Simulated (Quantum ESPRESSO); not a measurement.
**Fixed-spin-moment curve of CrO2**

How stiff is the total moment of CrO2, and does E(M) have further minima?

Calculated with Quantum ESPRESSO 7.5; PBE; plane waves with GBRV 1.5 PBE potentials, no spin-orbit coupling.

Most raw output is cut from this account.

**1. Set-up**

It takes space group P4_2/mnm (No. 136, tetragonal). The conventional cell has a = 4.421 Å, b = 4.421 Å, c = 2.917 Å, α = 90.00°, β = 90.00°, γ = 90.00°. Cr has 6 O at 1.89 to 1.91 Å nearest. Nearest to O lie 3 Cr at 1.89 to 1.91 Å. Farther neighbours and most contacts between anions are not listed.

Coordinates:

```cif
data_structure
_symmetry_space_group_name_H-M 'P 1'
_symmetry_Int_Tables_number 1
_cell_length_a 4.4210
_cell_length_b 4.4210
_cell_length_c 2.9170
_cell_angle_alpha 90.000
_cell_angle_beta 90.000
_cell_angle_gamma 90.000
_cell_volume 57.01
loop_
_atom_site_label
_atom_site_type_symbol
_atom_site_fract_x
_atom_site_fract_y
_atom_site_fract_z
_atom_site_occupancy
Cr1 Cr 0.00000 0.00000 0.00000 1
Cr2 Cr 0.50000 0.50000 0.50000 1
O3 O 0.30300 0.30300 0.00000 1
O4 O 0.69700 0.69700 0.00000 1
O5 O 0.80300 0.19700 0.50000 1
O6 O 0.19700 0.80300 0.50000 1
```

The lattice constants were typed from memory of published values and not checked against a source.

**2. The free run**

pw.in reads:

```
&CONTROL
  calculation = 'scf'
  prefix = 'pwscf'
  outdir = './tmp'
  pseudo_dir = './pseudo'
  disk_io = 'nowf'
/
&SYSTEM
  ibrav = 0
  celldm(1) = 8
  nat = 6
  ntyp = 2
  ecutwfc = 40
  ecutrho = 280
  nbnd = 39
  occupations = 'smearing'
  smearing = 'fd'
  degauss = 0.00367493
  nspin = 2
  starting_magnetization(1) = 0.2143
  starting_magnetization(2) = 0
/
&ELECTRONS
  conv_thr = 1.2d-08
  electron_maxstep = 150
  mixing_beta = 0.3
/
ATOMIC_SPECIES
Cr     51.9961 cr_pbe_v1.5.uspp.F.UPF
O      15.9990 o_pbe_v1.2.uspp.F.UPF
CELL_PARAMETERS alat
   1.0443098996213    0.0000000000000    0.0000000000000
   0.0000000000000    1.0443098996213    0.0000000000000
   0.0000000000000    0.0000000000000    0.6890413881917
ATOMIC_POSITIONS crystal
Cr      0.0000000000    0.0000000000    0.0000000000
Cr      0.5000000000    0.5000000000    0.5000000000
O       0.3030000000    0.3030000000    0.0000000000
O       0.6970000000    0.6970000000    0.0000000000
O       0.8030000000    0.1970000000    0.5000000000
O       0.1970000000    0.8030000000    0.5000000000
K_POINTS automatic
6 6 10 0 0 0
```

Run with:

```
$ OMP_NUM_THREADS=1 mpirun -n 4 pw.x -nk 4 -in pw.in > pw.out
```

The job ended after 32 s (4 MPI ranks of Arm Neoverse V2, shared host; peak memory 0.46 GiB; 2.2 min of CPU time).

Spin moment in the atom's sphere by atom:

| atom | spin moment in the atom's sphere (μB) |
| --- | --- |
| Cr1 | 1.75 |
| Cr2 | 1.75 |
| O3 | -0.07 |
| O4 | -0.07 |
| O5 | -0.07 |
| O6 | -0.07 |

Numbers from this step:

```yaml
smearing_term_ts: 0.01088 eV
magnetization: 4 μB
absolute_magnetization: 4.682 μB
final_state: ferromagnetic
```

**3. Moment fixed at 0 μB**

The two spin channels are filled to separate Fermi energies, so that the total moment meets the target. Half of the up one less the down one is the slope dE/dM.

pw.in, as its differences from that of step 2:

```diff
@@ -19,4 +19,5 @@
   nspin = 2
-  starting_magnetization(1) = 0.2143
+  starting_magnetization(1) = 0.0107
   starting_magnetization(2) = 0
+  tot_magnetization = 0
 /
```

Run time: 41 s. Hardware: 4 MPI ranks; peak memory 0.46 GiB.

Numbers from this step:

```yaml
magnetization: 0 μB
absolute_magnetization: 0 μB
half_the_difference_of_the_two_fermi_energies: 0 meV
largest_moment: 0 μB
```

**4. Moment fixed at 0.6 μB**

pw.in, as its differences from that of step 3:

```diff
@@ -19,5 +19,5 @@
   nspin = 2
-  starting_magnetization(1) = 0.0107
+  starting_magnetization(1) = 0.0214
   starting_magnetization(2) = 0
-  tot_magnetization = 0
+  tot_magnetization = 0.6
 /
```

The job ended after 44 s (4 MPI ranks; peak memory 0.46 GiB; 2.9 min of CPU time).

Spin moment in the atom's sphere by atom:

| atom | spin moment in the atom's sphere (μB) |
| --- | --- |
| Cr1 | 0.276 |
| Cr2 | 0.276 |
| O3 | -0.017 |
| O4 | -0.017 |
| O5 | -0.017 |
| O6 | -0.017 |

This step gave:

```
magnetization                                 : 0.6 μB
absolute magnetization                        : 0.762 μB
half the difference of the two Fermi energies : -114.1 meV
```

**5. Moment fixed at 1.2 μB**

pw.in, as its differences from that of step 4:

```diff
@@ -19,5 +19,5 @@
   nspin = 2
-  starting_magnetization(1) = 0.0214
+  starting_magnetization(1) = 0.0429
   starting_magnetization(2) = 0
-  tot_magnetization = 0.6
+  tot_magnetization = 1.2
 /
```

Run time: 58 s. Hardware: 4 MPI ranks; peak memory 0.46 GiB; 3.9 min of CPU time.

Numbers from this step:

```yaml
magnetization: 1.2 μB
absolute_magnetization: 1.8 μB
half_the_difference_of_the_two_fermi_energies: -165.2 meV
largest_moment: 0.5226 μB
```

**6. The curve**

The runs not shown differ in the target, the start and the number of states alone. The point at 4.00 μB is the free run, entered with slope zero.

The energy over the lowest by total spin moment:

| total spin moment (μB a cell) | energy over the lowest (meV a cell) |
| --- | --- |
| 0.00 | 1259 |
| 0.60 | 1225 |
| 1.20 | 950 |
| 1.80 | 814 |
| 2.40 | 612 |
| 3.00 | 379 |
| 3.60 | 150 |
| 4.00 | 0 |
| 4.20 | 124 |
| 4.80 | 638 |
| 5.40 | 1255 |

dE/dM against total spin moment:

| total spin moment (μB a cell) | dE/dM (meV/μB) |
| --- | --- |
| 0.00 | -0.0355 |
| 0.60 | -114 |
| 1.20 | -165 |
| 1.80 | -287 |
| 2.40 | -380 |
| 3.00 | -387 |
| 3.60 | -385 |
| 4.00 | 0 |
| 4.20 | 714 |
| 4.80 | 964 |
| 5.40 | 1086 |

The largest site moment by total spin moment:

| total spin moment (μB a cell) | largest site moment (μB) |
| --- | --- |
| 0.00 | 9.9e-6 |
| 0.60 | 0.276 |
| 1.20 | 0.523 |
| 1.80 | 0.802 |
| 2.40 | 1.08 |
| 3.00 | 1.33 |
| 3.60 | 1.58 |
| 4.00 | 1.75 |
| 4.20 | 1.76 |
| 4.80 | 1.82 |
| 5.40 | 1.89 |

**7. Results**

| Property | Result |
| --- | --- |
| moment of the free run | 4.00 μB a cell |
| energy at zero total moment | 1259 meV a cell over the lowest |

At zero total moment the site moments vanish, so the 1259 meV a cell is the energy of forming them. Energies and slopes do not fit one curve, so the points lie on more than one branch of solutions. The free run has a whole-number moment, and the slope goes from -385 to 714 meV/μB between its neighbours: a kink, as where a spin channel has a gap, so no stiffness is given. All runs start parallel; opposed orders may lie lower. No Hubbard term acts here. In such compounds local and semilocal functionals without one often delocalise the d electrons, and can shrink or lose moments and miss the size, sign and order of the couplings.

[Logs and program files are shortened in this print: banners, set-up blocks, solver, clock and traceback lines can be left out without a mark of their own.]

[Logs are printed without paths, hosts, clocks, repeated set-up lines and the standing remarks that a program may print on its own settings, such as how far it seeks lower states.]

[Hosts, paths, dates, database ids (printed as entryN), source tags and the programs' standing remarks are cut or masked in the printed files.]

[Where a cell is said to come from a database of computed structures, the database is the Materials Project.]
